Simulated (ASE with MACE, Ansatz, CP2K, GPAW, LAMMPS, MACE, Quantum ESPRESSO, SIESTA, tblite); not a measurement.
# Amorphous 29Ga2O3-71GeO2 (mol %) (86 atoms) in machine-learned potentials

How do the settings of machine-learned potentials change the result for amorphous 29Ga2O3-71GeO2 (mol %) (86 atoms)? A plane-wave run serves as the yardstick.

Program: ASE with MACE. Level of theory: the method is named at each step. Results are calculated unless marked as measured.

## (1) Set-up

The cell holds 86 atoms: 14 Ga, 17 Ge and 55 O. Its edges and angles: a = 11.142 Å, b = 11.142 Å, c = 11.142 Å, α = 90.0°, β = 90.0°, γ = 90.0°. 86 atoms (14 Fe, 17 Ge, 55 O) placed at random at 3.54 g/cm³, melted at 5000 K for 10 ps at fixed volume with the Morse and Coulomb pair potential with partial charges (Pedone, Malavasi, Menziani, Cormack and Segre, J. Phys. Chem. B 110, 11780 (2006)). Quenched from 5000 K to 300 K at 100 K/ps and fixed volume, held 5 ps, then minimised at fixed cell. Then Fe was replaced by Ga and the cell scaled by 1.006 (the potential has no terms for the new elements, so the cell is a start for a DFT relaxation).

The yardstick, on the same geometry:

```
method                                           : Kohn-Sham DFT, PBE, SSSP efficiency 1.3.0 pseudopotentials, plane waves (Quantum ESPRESSO 7.5); sssp-pbe-1.3.0-efficiency, cutoffs 60/480 Ry, Γ point
r.m.s. force component                           : 0.8602 eV/Å
longest force                                    : 2.612 eV/Å
pressure                                         : -2.82 GPa
gap (highest filled to lowest empty level) : 1.096 eV
time                                             : 7.6 min on 4 MPI ranks of Arm Neoverse V2, shared host
CPU time                                         : 30 min
```

## (2) MACE MP-0b3 medium potential

Method: machine-learned interatomic potential MACE MP-0b3 medium, trained on PBE(+U) plane-wave data.

File run.py:

```python
import numpy as np
from ase.io import read
import mlip  # loads the published weights by name

atoms = read("structure.xyz")
atoms.calc = mlip.calc("mace-mp-0b3-medium")
energy = atoms.get_potential_energy()
forces = atoms.get_forces()
print(f"energy {energy:.6f} eV")
print("forces (eV/A)")
for i, (a, f) in enumerate(zip(atoms, forces)):
    print(f"{i:4d} {a.symbol:2s} {f[0]:10.5f} {f[1]:10.5f} {f[2]:10.5f}")
stress = -atoms.get_stress(voigt=False) * 160.21766
print("stress (GPa, compression positive)")
for row in stress:
    print(" ".join(f"{x:10.4f}" for x in row))
```

File structure.xyz:

```xyz
86
Lattice="11.14215 0.00000 0.00000 0.00000 11.14215 0.00000 0.00000 0.00000 11.14215" Properties=species:S:1:pos:R:3 pbc="T T T"
Ga 9.00152 3.27925 6.39805
Ga 8.91405 10.57212 9.69222
Ga 9.95640 6.59638 2.27734
Ga 10.73156 2.37729 8.82659
Ga 5.10990 2.27333 2.52849
Ga 0.76079 10.75251 9.60074
Ga 10.23473 1.29873 0.95600
Ga 10.48721 10.25067 3.63468
Ga 5.33631 0.85204 8.84130
Ga 9.96788 7.04340 5.56851
Ga 10.71496 9.82203 6.61643
Ga 2.73651 10.87474 6.96529
Ga 8.10324 1.57160 3.79067
Ga 8.19427 5.01731 4.54176
Ge 3.80482 9.31651 9.69490
Ge 7.72541 0.04813 7.02223
Ge 0.66151 5.07959 10.70181
Ge 10.47585 7.44507 9.01199
Ge 5.14600 10.15640 1.55879
Ge 2.69473 2.86944 9.58158
Ge 1.56837 5.96439 4.04527
Ge 8.13845 4.86622 9.36175
Ge 8.30135 9.77701 1.89907
Ge 5.79180 2.67378 5.74957
Ge 3.63279 8.74592 4.22042
Ge 0.65371 1.73584 5.57854
Ge 8.00474 3.90232 1.55099
Ge 1.63255 3.02465 2.55523
Ge 5.41052 6.60585 8.24218
Ge 3.19501 4.53452 6.63025
Ge 6.75838 8.19494 5.60350
O 8.55829 5.24305 2.58799
O 11.00766 0.22819 5.17809
O 5.73843 1.48937 7.02702
O 2.17216 1.34363 6.25665
O 4.29441 3.51412 5.71971
O 2.17695 4.16416 10.65301
O 7.97265 7.12262 4.92294
O 8.72787 2.30197 1.73572
O 1.51645 1.57049 9.39239
O 2.00659 5.23469 5.57743
O 1.00335 10.38649 7.70480
O 9.48765 5.20617 6.02579
O 4.04438 10.53813 8.39996
O 6.42969 3.61184 2.17807
O 8.53277 10.58783 0.40591
O 10.33691 8.89155 4.95257
O 1.79077 4.74912 2.85551
O 8.57600 10.89335 3.25986
O 8.57400 3.49942 8.32853
O 2.17573 9.62091 10.08409
O 4.73475 9.88866 11.03452
O 3.99324 9.61400 2.74331
O 10.25011 0.85928 10.01947
O 6.13275 1.86364 4.24104
O 0.64045 6.50757 9.63907
[... 26 atom lines left out ...]
O 3.24883 2.44191 2.43200
O 2.64559 3.70332 8.03906
O 9.31216 10.66839 7.62680
O 8.09076 4.35045 11.03340
```

Run with:

```bash
$ OMP_NUM_THREADS=1 python run.py > output.txt
```

The log of the run:

```text
energy -523.391218 eV
forces (eV/A)
   0 Ga   -0.55284   -0.15808    0.05752
   1 Ga   -0.00463   -0.73506   -0.01599
   2 Ga    0.38164   -0.04853   -1.10845
   3 Ga    1.13995    0.92801    0.38956
   4 Ga   -0.19018   -0.24959   -0.19778
   5 Ga    1.34815   -0.38936   -0.84195
   6 Ga    0.68361    0.24803    1.66918
   7 Ga   -0.13565    1.20236   -0.15847
   8 Ga   -0.69999    0.67331   -1.36220
   9 Ga   -0.36585   -0.09916    0.64648
  10 Ga   -0.02952    0.23398   -0.01625
  11 Ga   -0.54217   -0.37275   -0.94303
  12 Ga   -0.19350    0.53860    0.43352
  13 Ga   -0.18140   -0.80005    0.68775
  14 Ge   -0.10336   -0.23833   -0.04971
  15 Ge   -0.51136   -0.05776   -0.48148
  16 Ge   -0.60099   -0.09631   -0.69658
  17 Ge   -0.77311   -1.06864    0.74263
  18 Ge    0.05728   -0.00320    0.66679
  19 Ge   -0.12953    0.01821   -0.75010
  20 Ge    1.28552   -0.70185    0.19898
  21 Ge    0.29461    1.00336   -0.40189
  22 Ge   -0.61891   -0.12603   -0.62480
  23 Ge    0.22609    0.55376    0.78702
[...]
78 O    -0.61227    0.16809    1.47010
  79 O    -0.69394    0.12394    0.12461
  80 O    -0.02309    1.71941    0.72447
  81 O    -1.56563    1.24530    1.36410
  82 O     1.71694   -0.34443   -0.19224
  83 O    -0.88635    0.24050   -0.64946
  84 O     1.00791   -0.59219    1.08956
  85 O    -0.01748    0.09835   -0.22309
stress (GPa, compression positive)
   -1.5458     1.5151     0.1587
    1.5151    -4.0376    -0.9688
    0.1587    -0.9688    -2.3477
```

The job ended after 8 s (1 thread of Arm Neoverse V2, shared host; peak memory 0.99 GiB).

Banners, paths, timers and routine set-up lines are dropped from the logs unmarked, and long logs keep their key lines alone; longer cuts are marked.

Against the reference:

```yaml
r_m_s_force_component: 0.8232 eV/Å
r_m_s_difference_of_force_components: 88.31 meV/Å
longest_difference_of_force_vectors: 324.5 meV/Å
force_difference_over_r_m_s_force: 10.27 %
slope_of_forces_against_the_reference_s: 0.9527
correlation_of_force_components: 0.9955
pressure: -2.644 GPa
pressure_difference: 0.176 GPa
```

Length of the force difference by element (eV/Å):

```tsv
element	atoms	mean	most
Ga	14	0.16	0.28
Ge	17	0.19	0.32
O	55	0.12	0.24
```

A closer look about Ga1, which has 6 bonded neighbours where the commonest count for Ga is 4: 9 atoms, nearest first, numbered in the order of the input, with positions taken from that point.

```tsv
atom	x	y	z	distance (Å)	bonds	Fx	Fy	Fz (eV/Å)
Ga1	0.00	0.00	0.00	0.00	6	-0.55	-0.16	0.06
O50	-0.43	0.22	1.93	1.99	2	0.74	-0.99	-0.59
O43	0.49	1.93	-0.37	2.02	3	-0.47	0.38	-1.11
O82	1.80	-0.87	0.48	2.06	3	-1.57	1.25	1.36
O71	-0.01	-0.12	-2.06	2.07	3	0.05	-0.37	0.47
O68	-0.81	-1.90	-0.35	2.10	3	0.47	1.16	-1.27
O64	-2.03	0.68	-0.65	2.23	3	1.45	1.47	0.32
Ga14	-0.81	1.74	-1.86	2.67	5	-0.18	-0.80	0.69
Ga4	1.73	-0.90	2.43	3.12	4	1.14	0.93	0.39
```

Atoms are counted from 1 here, from 0 in the log.

Forces lie 10 % from the reference's, at 0.0041 times its CPU time (on 1 against 4 cores).

## (3) MACE MP-0b2 small potential

Method: machine-learned interatomic potential MACE MP-0b2 small, trained on PBE(+U) plane-wave data.

Edit run.py of step 2 so:

```diff
@@ -5,3 +5,3 @@
 atoms = read("structure.xyz")
-atoms.calc = mlip.calc("mace-mp-0b3-medium")
+atoms.calc = mlip.calc("mace-mp-0b2-small")
 energy = atoms.get_potential_energy()
```

structure.xyz is that of step 2.

The log of the run:

```text
energy -523.441250 eV
forces (eV/A)
   0 Ga   -0.51238   -0.04459   -0.05181
   1 Ga    0.07008   -0.68781    0.07239
   2 Ga    0.23661   -0.18832   -0.91804
   3 Ga    0.98350    0.78159    0.46227
   4 Ga   -0.04940   -0.34906   -0.19468
   5 Ga    1.11666   -0.36470   -0.69989
   6 Ga    0.73515    0.28707    1.51541
   7 Ga   -0.11524    1.19026   -0.29098
   8 Ga   -0.82196    0.73088   -1.24067
   9 Ga   -0.48625   -0.12023    0.47425
  10 Ga   -0.08829    0.12569   -0.07266
  11 Ga   -0.54539   -0.65531   -0.97801
  12 Ga   -0.14690    0.72202    0.41480
  13 Ga   -0.13963   -0.79935    0.49746
  14 Ge    0.19097   -0.47155   -0.07692
  15 Ge   -0.57535   -0.27387   -0.53946
  16 Ge   -0.67507   -0.04475   -0.58266
  17 Ge   -1.06033   -1.03945    0.56060
  18 Ge    0.00050    0.12796    0.67655
  19 Ge   -0.01819    0.15412   -0.96760
  20 Ge    1.27955   -0.55386    0.43269
  21 Ge    0.09595    1.13734   -0.33341
  22 Ge   -0.69512   -0.29091   -0.82362
  23 Ge    0.13278    0.69539    0.87324
[...]
78 O    -0.64929    0.19575    1.36099
  79 O    -0.62501    0.09811    0.19158
  80 O     0.05182    1.66511    0.70729
  81 O    -1.45273    1.16029    1.29733
  82 O     1.82170   -0.36152   -0.19230
  83 O    -0.93476    0.01916   -0.49425
  84 O     1.06377   -0.60981    1.08217
  85 O     0.10896    0.14820   -0.24014
stress (GPa, compression positive)
   -1.6854     1.3705     0.1558
    1.3705    -4.0495    -0.9633
    0.1558    -0.9633    -2.4499
```

It took 5.5 s on 1 thread; peak memory 0.67 GiB.

Compared with the plane-wave run:

* r.m.s. force component: 0.8218 eV/Å
* r.m.s. difference of force components: 125.8 meV/Å
* longest difference of force vectors: 433.4 meV/Å
* force difference over r.m.s. force: 14.62 %
* slope of forces against the reference's: 0.9456
* correlation of force components: 0.9899
* pressure: -2.728 GPa
* pressure difference: 0.0914 GPa

Against the first run (10 %), the force difference from the reference is 15 %, at 0.74 times the CPU time.

## (4) MACE MPA-0 medium potential

Method: machine-learned interatomic potential MACE MPA-0 medium, trained on PBE(+U) plane-wave data.

Edit run.py of step 3 so:

```diff
@@ -5,3 +5,3 @@
 atoms = read("structure.xyz")
-atoms.calc = mlip.calc("mace-mp-0b2-small")
+atoms.calc = mlip.calc("mace-mpa-0-medium")
 energy = atoms.get_potential_energy()
```

structure.xyz is that of step 3.

The log of the run:

```text
energy -523.158241 eV
forces (eV/A)
   0 Ga   -0.62050   -0.08610   -0.02364
   1 Ga   -0.03285   -0.78173   -0.01568
   2 Ga    0.37304   -0.06046   -1.11925
   3 Ga    1.19371    1.18820    0.44051
   4 Ga   -0.20128   -0.21635   -0.24903
   5 Ga    1.40336   -0.42007   -0.76918
   6 Ga    0.86156   -0.02040    1.89734
   7 Ga   -0.05945    1.34385   -0.32989
   8 Ga   -0.70593    0.82117   -1.30933
   9 Ga   -0.42203   -0.07897    0.65785
  10 Ga   -0.10400    0.22456   -0.26887
  11 Ga   -0.77183   -0.37622   -1.09869
  12 Ga   -0.07018    0.63063    0.50845
  13 Ga   -0.13285   -1.02693    0.70722
  14 Ge   -0.19888   -0.33125    0.06891
  15 Ge   -0.64412    0.02880   -0.63280
  16 Ge   -0.74379   -0.22943   -0.57135
  17 Ge   -0.85761   -1.09727    0.64483
  18 Ge    0.08252    0.24119    0.79199
  19 Ge   -0.18360    0.10885   -0.66641
  20 Ge    1.22568   -0.63400    0.26829
  21 Ge    0.50051    0.91286   -0.45642
  22 Ge   -0.60429   -0.04783   -0.86221
  23 Ge    0.35829    0.55503    0.87583
[...]
78 O    -0.70647    0.18900    1.70699
  79 O    -0.67223    0.14143    0.16852
  80 O     0.04403    1.76344    0.74682
  81 O    -1.54411    1.15908    1.32993
  82 O     1.80094   -0.34225   -0.15537
  83 O    -0.86599    0.23923   -0.63935
  84 O     1.01171   -0.65461    1.13158
  85 O    -0.01190    0.15828   -0.35715
stress (GPa, compression positive)
   -1.1033     1.5322     0.1217
    1.5322    -3.9478    -0.9426
    0.1217    -0.9426    -2.0140
```

Run time: 7 s. Hardware: 1 thread; peak memory 0.99 GiB.

Compared with the plane-wave run:

- r.m.s. force component: 0.8363 eV/Å
- r.m.s. difference of force components: 91.56 meV/Å
- longest difference of force vectors: 286.5 meV/Å
- force difference over r.m.s. force: 10.64 %
- slope of forces against the reference's: 0.9669
- correlation of force components: 0.9946
- pressure: -2.355 GPa
- pressure difference: 0.4647 GPa

Against the first run (10 %), the force difference from the reference is 11 %, at 0.94 times the CPU time.

## (5) Side by side

Differences are against the plane-wave reference, forces as r.m.s. over components; share is that over the reference's r.m.s. force, slope the least-squares factor from reference forces to these. Total energies of different programs have different zeros and aren't compared.

```tsv
run	Δ force, r.m.s. (meV/Å)	share (%)	slope	Δ pressure (GPa)	cores	CPU time	memory (GiB)
reference	-	-	-	-	4	30 min	4.3
MACE MP-0b3 medium potential	88.3	10.3	0.953	0.176	1	7.5 s	0.99
MACE MP-0b2 small potential	126	14.6	0.946	0.0914	1	5.5 s	0.67
MACE MPA-0 medium potential	91.6	10.6	0.967	0.465	1	7 s	0.99
```

Times of the machine-learned potentials are mostly Python's start and the loading of weights.

CPU time is summed over cores on a shared host, where runs went side by side, so it is rough. Symmetry, cutoffs, thresholds, outputs and thread counts weren't matched or tuned between programs; memory under MPI is the largest rank's times the ranks.

## (6) What came out

| Property | Result |
| --- | --- |
| nearest in forces | MACE MP-0b3 medium potential, 10 % |
| its CPU time | 7.5 s |

Machine-learned potentials differ by 10 % (MACE MP-0b3 medium potential) to 15 % (MACE MP-0b2 small potential); they were trained on other programs' data. The reference's pressure holds the uncorrected Pulay stress of its 60 Ry basis, so small pressure differences, and their order, may be the reference's own error. Machine-learned potentials mimic data converged in k, so the reference's own k-point error enters their differences. The quench rate of 100 K/ps is many orders above laboratory rates, so the cell is likely richer in defects and strain than a real sample. The network of bonds at the start is that of the classical potential that made the cell, and needn't be the one that DFT or experiment would give. The reference's pressure of -2.8 GPa belongs to a cell and atoms that aren't relaxed at this level. The electronic-structure runs sample only Γ, in a cell whose shortest periodic width is 11 Å.

[Also dropped from logs without a mark: logging warnings of Python, and SIESTA's first energy breakdown and zero terms.]

[Logs are printed without paths, hosts, clocks, repeated set-up lines and the standing remarks that a program may print on its own settings, such as how far it seeks lower states.]

[Hosts, paths, dates, database ids (printed as entryN), source tags and the programs' standing remarks are cut or masked in the printed files.]
